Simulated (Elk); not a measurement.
# MnNi3: magneto-optical Kerr spectrum, part 2 of 2

How strongly does MnNi3 turn reflected light?

Elk 11.2.3 (patched build); PBEsol; all-electron APW+lo, Dirac cores, scalar-relativistic bands with second-variational spin-orbit coupling.

So far. Step 2 (Ground state with spin–orbit coupling): After 29 cycles the largest moment stands at 3.24 μB.

## Step 4: Optics with a broadening of 0.20 eV (continued)

Intraband term left out, so in a metal the low energies lack the Drude part. Table of optical conductivity by photon energy:

```
photon energy (eV)  Re sigma xx (S/cm)  Im sigma xx (S/cm)  Re sigma xy (S/cm)  Im sigma xy (S/cm)  Re sigma zz (S/cm)  Im sigma zz (S/cm)
               0.0                4883                   0                -215                   0                4910                   0
               0.5                4091               -1018                -197                -163                4092               -1014
               1.0                5044               -1273               -25.8                -143                5047               -1277
               1.5                7144               -1499                 156               -81.0                7157               -1492
               2.0                8115                1332               -83.8                 128                8110                1319
               2.5                6378                3001               -78.6               -70.6                6384                3008
               3.0                5036                2920               -74.9               -97.8                5036                2920
               3.5                4491                2911                15.1               -98.4                4490                2909
               4.0                3636                2404                8.95               -55.0                3638                2406
               4.5                3877                1660                13.9               -66.4                3878                1662
               5.0                4730                2239                40.8               -78.8                4729                2238
               5.5                3590                2533                62.2               -27.2                3593                2533
               6.0                3259                2303                46.2               -6.93                3260                2302
               6.5                3149                2101                36.1                3.91                3150                2101
               7.0                3357                2005                15.2                14.5                3358                2006
               7.5                3315                1999                1.01              -0.769                3316                1997
               8.0                2956                2174                14.6               -1.92                2956                2177
```

## Step 5: Optics with a broadening of 0.30 eV

The broadening stands for the lifetime of the excited states; it lowers and widens the peaks.

elk.in reads:

```
tasks
  121
  122

xctype
  22

rgkmax
  7.0

nempty
  14

swidth
  0.011

reducebf
  0.5

epsengy
  1e-05

maxscl
  100

lmaxi
  3

spinpol
  .true.

spinorb
  .true.

cmagz
  .true.

intraband
  .false.

sppath
  './'

avec
  6.78978596578 0.00000000000 0.00000000000
  0.00000000000 6.78978596578 0.00000000000
  0.00000000000 0.00000000000 6.78978596578

atoms
  2
  'Mn.in'
  1
  0.0000000000 0.0000000000 0.0000000000   0.000000 0.000000 -0.000175
  'Ni.in'
  3
  0.0000000000 0.5000000000 0.5000000000   0.000000 0.000000 -0.000050
  0.5000000000 0.0000000000 0.5000000000   0.000000 0.000000 -0.000050
  0.5000000000 0.5000000000 0.0000000000   0.000000 0.000000 -0.000050

ngridk
  11 11 11

wplot
  240 100 0
  0.00000 0.30000

optcomp
  1 1
  1 2
  3 3
```

Run with:

```sh
> OMP_NUM_THREADS=4 elk
```

Log:

```text
┌─────────────────────────────────┐
│ Elk code version 11.2.3 started │
└─────────────────────────────────┘

Info(readinput): the functional depends on the density's gradient
 muffin-tin radial points multiplied by    2.00000
 (not where nrmtscf is given)

┌────────────────────┐
│ Current task : 121 │
└────────────────────┘

Info(checkmt): changed muffin-tin radius of species 1 (Mn) from   2.4000 to   2.3756
Info(checkmt): changed muffin-tin radius of species 2 (Ni) from   2.4000 to   2.3756

Info(dielectric):
 dielectric tensor written to EPSILON_ij.OUT
 optical conductivity written to SIGMA_ij.OUT
 for components
  i = 1, j = 1
  i = 1, j = 2
  i = 3, j = 3

┌────────────────────┐
│ Current task : 122 │
└────────────────────┘

Warning(chksvso): spin-orbit splittings by the second variation are low [figures from our tests cut]: local-orbitals by j (lorbdm 7 and 8, zora) mend levels alone

Info(dielectric):
 dielectric tensor written to EPSILON_ij.OUT
 optical conductivity written to SIGMA_ij.OUT
 for components
  i = 1, j = 1
  i = 1, j = 2

Info(moke):
 complex Kerr angle in degrees written to KERR.OUT

┌──────────────────┐
│ Elk code stopped │
└──────────────────┘
```

Run time: 1.7 min. Hardware: 4 threads of Arm Neoverse V1, shared host; peak memory 0.05 GiB; 6.7 min of CPU time.

Intraband term left out, so in a metal the low energies lack the Drude part. The polar Kerr angle by photon energy; values in degrees:

```
photon energy (eV)  rotation  ellipticity
               0.0         0            0
               0.2     0.184       -0.123
               0.4     0.331      -0.0324
               0.6     0.309        0.122
               0.8     0.216        0.182
               1.0     0.148        0.190
               1.2    0.0831        0.208
               1.4   -0.0235        0.188
               1.6    -0.101       0.0884
               1.8    -0.101      -0.0325
               2.0   -0.0426       -0.126
               2.2    0.0515       -0.162
               2.4     0.118       -0.141
               2.6     0.134       -0.125
               2.8     0.167       -0.147
               3.0     0.242       -0.145
               3.2     0.304      -0.0829
               3.4     0.310     -0.00891
               3.6     0.286       0.0349
               3.8     0.263       0.0444
               4.0     0.269       0.0412
               4.2     0.299       0.0601
               4.4     0.309        0.112
               4.6     0.288        0.153
               4.8     0.277        0.175
               5.0     0.267        0.210
               5.2     0.245        0.253
               5.4     0.199        0.291
               5.6     0.139        0.303
               5.8    0.0956        0.291
               6.0    0.0613        0.288
               6.2    0.0195        0.271
               6.4  -0.00682        0.256
               6.6   -0.0531        0.237
               6.8   -0.0899        0.181
               7.0   -0.0879        0.116
               7.2   -0.0559       0.0679
               7.4   -0.0170       0.0459
               7.6    0.0318       0.0472
               7.8    0.0530       0.0863
               8.0    0.0269        0.108
```

## Step 6: An attempt with other settings

An input with a fault is tried, to see how the program answers.

elk.in reads:

```
tasks
  0

xctype
  22

rgkmax
  7.0

nempty
  0

swidth
  0.003

reducebf
  0.5

epsengy
  1e-05

maxscl
  50

lmaxi
  3

spinpol
  .true.

spinorb
  .true.

cmagz
  .true.

sppath
  './'

avec
  6.78978596578 0.00000000000 0.00000000000
  0.00000000000 6.78978596578 0.00000000000
  0.00000000000 0.00000000000 6.78978596578

atoms
  2
  'Mn.in'
  1
  0.0000000000 0.0000000000 0.0000000000   0.000000 0.000000 -0.175000
  'Ni.in'
  3
  0.0000000000 0.5000000000 0.5000000000   0.000000 0.000000 -0.050000
  0.5000000000 0.0000000000 0.5000000000   0.000000 0.000000 -0.050000
  0.5000000000 0.5000000000 0.0000000000   0.000000 0.000000 -0.050000

ngridk
  8 8 8
```

Run with:

```sh
> OMP_NUM_THREADS=4 elk
```

Log:

```text
┌─────────────────────────────────┐
│ Elk code version 11.2.3 started │
└─────────────────────────────────┘

Error(readinput): nempty <= 0 :    0.000000000
```

It took 0.01 s on 4 threads; peak memory 0.05 GiB.

The input was rejected at the start.

The fault put into the input: no empty states.

Spin-polarised states are built from the spinless ones, so without empty states the majority spin has nowhere to go; ten or more an atom are usual.

## Step 7: The strongest peak

The largest local extreme of the rotation above 1.5 eV, for majority spin along +z:

```
broadening (eV)  energy (eV)  rotation (°)  ellipticity (°)  rotation at 1.96 eV (°)
           0.20         3.27         0.359           -0.057                   -0.103
           0.30         3.30         0.314           -0.044                   -0.058
```

## Step 8: Outcome

```json
{
 "net spin moment": "4.80 μB a cell",
 "strongest peak above 1.5 eV": "0.36° at 3.3 eV",
 "rotation at 1.96 eV": "-0.10°"
}
```

Above 1.5 eV the rotation peaks at 3.27 eV, with 0.36° for majority spin along +z at a broadening of 0.20 eV. The run's majority spin points along +z; the magnetisation points the other way, and the angle changes sign with it. The intraband (Drude) term is left out, which matters in a metal: most under about 1.5 eV, and higher wherever the diagonal response is small. Between 0.3 and 1.5 eV the same spectrum reaches a larger 0.45° at 0.41 eV, where it is less sure. These are independent-particle spectra on a 11×11×11 mesh, not shown converged.

[Logs and program files are shortened in this print: banners, set-up blocks, solver, clock and traceback lines can be left out without a mark of their own.]

[Logs are printed without paths, hosts, clocks, repeated set-up lines and the standing remarks that a program may print on its own settings, such as how far it seeks lower states.]

[Hosts, paths, dates, database ids (printed as entryN), source tags and the programs' standing remarks are cut or masked in the printed files.]

[Where a cell is said to come from a database of computed structures, the database is the Materials Project.]
